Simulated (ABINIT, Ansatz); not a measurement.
# Calculated records

```
! title: BN (Qingsongite): G0W0 with ABINIT, start to end
! method: RPA screening on PBE, plane waves, norm-conserving pseudopotentials (and 2 further levels or steps)
! program: ABINIT 10.8.3
! settings: cutoff 36 Ha, PseudoDojo scalar-relativistic 0.4.1 standard, norm-conserving, ngkpt (8, 8, 8), nband 68, ecuteps 8.8 Ha, inclvkb 2, shiftk (0, 0, 0), symchi 1, awtr 1, frequency ppm, 8×8×8 k-mesh
! cost: 5 runs, 72 s in all on 4 MPI ranks of Arm Neoverse V1, shared host
! notes: The program’s warnings: nkpt*nsppol () is not a multiple of nproc spkpt (). The cell and positions come from the Crystallography Open Database and are kept as given unless a step says otherwise.
! PBE gap: 4.54 eV, indirect
! G0W0 gap on the mesh: 6.01 eV
! GW settings: 8×8×8 mesh, 68 bands, screening to 239.5 eV, Godby-Needs plasmon pole
! known limits: short of the basis limit
CELL_PARAMETERS angstrom
0.00000 1.80750 1.80750
1.80750 0.00000 1.80750
1.80750 1.80750 0.00000
ATOMIC_POSITIONS crystal
B 0.00000 0.00000 0.00000
N 0.25000 0.25000 0.25000
```

[Long decimals in the printed logs are rounded to 6 places.]

[Logs are printed without paths, hosts, clocks, repeated set-up lines and the standing remarks that a program may print on its own settings, such as how far it seeks lower states.]

[Paths, hosts, dates, memory and timing lines, banners, echoed tables and standing remarks are left out of the program output; an Ansatz launch command may be rebuilt from the run's recorded settings. Measured values are a selection of at most five: reports struck by readers or far from the other reports are left out. None is set beside runs whose start may be inverted or whose files or cutoffs have a known fault.]

[Runs of the session that timed out or met a known fault of the program may be left out.]

[Hosts, paths, dates, database ids (printed as entryN), source tags and the programs' standing remarks are cut or masked in the printed files.]

[G0W0 gaps are taken among the corrected bands and points alone; a level outside them can change the order at an edge.]

[Where Ansatz stands beside ABINIT at settings called matched, ABINIT's density can come from a denser mesh and the files from another edition; pairs whose starting gaps differed by over 0.03 eV were left out, so agreement reads better than it is.]
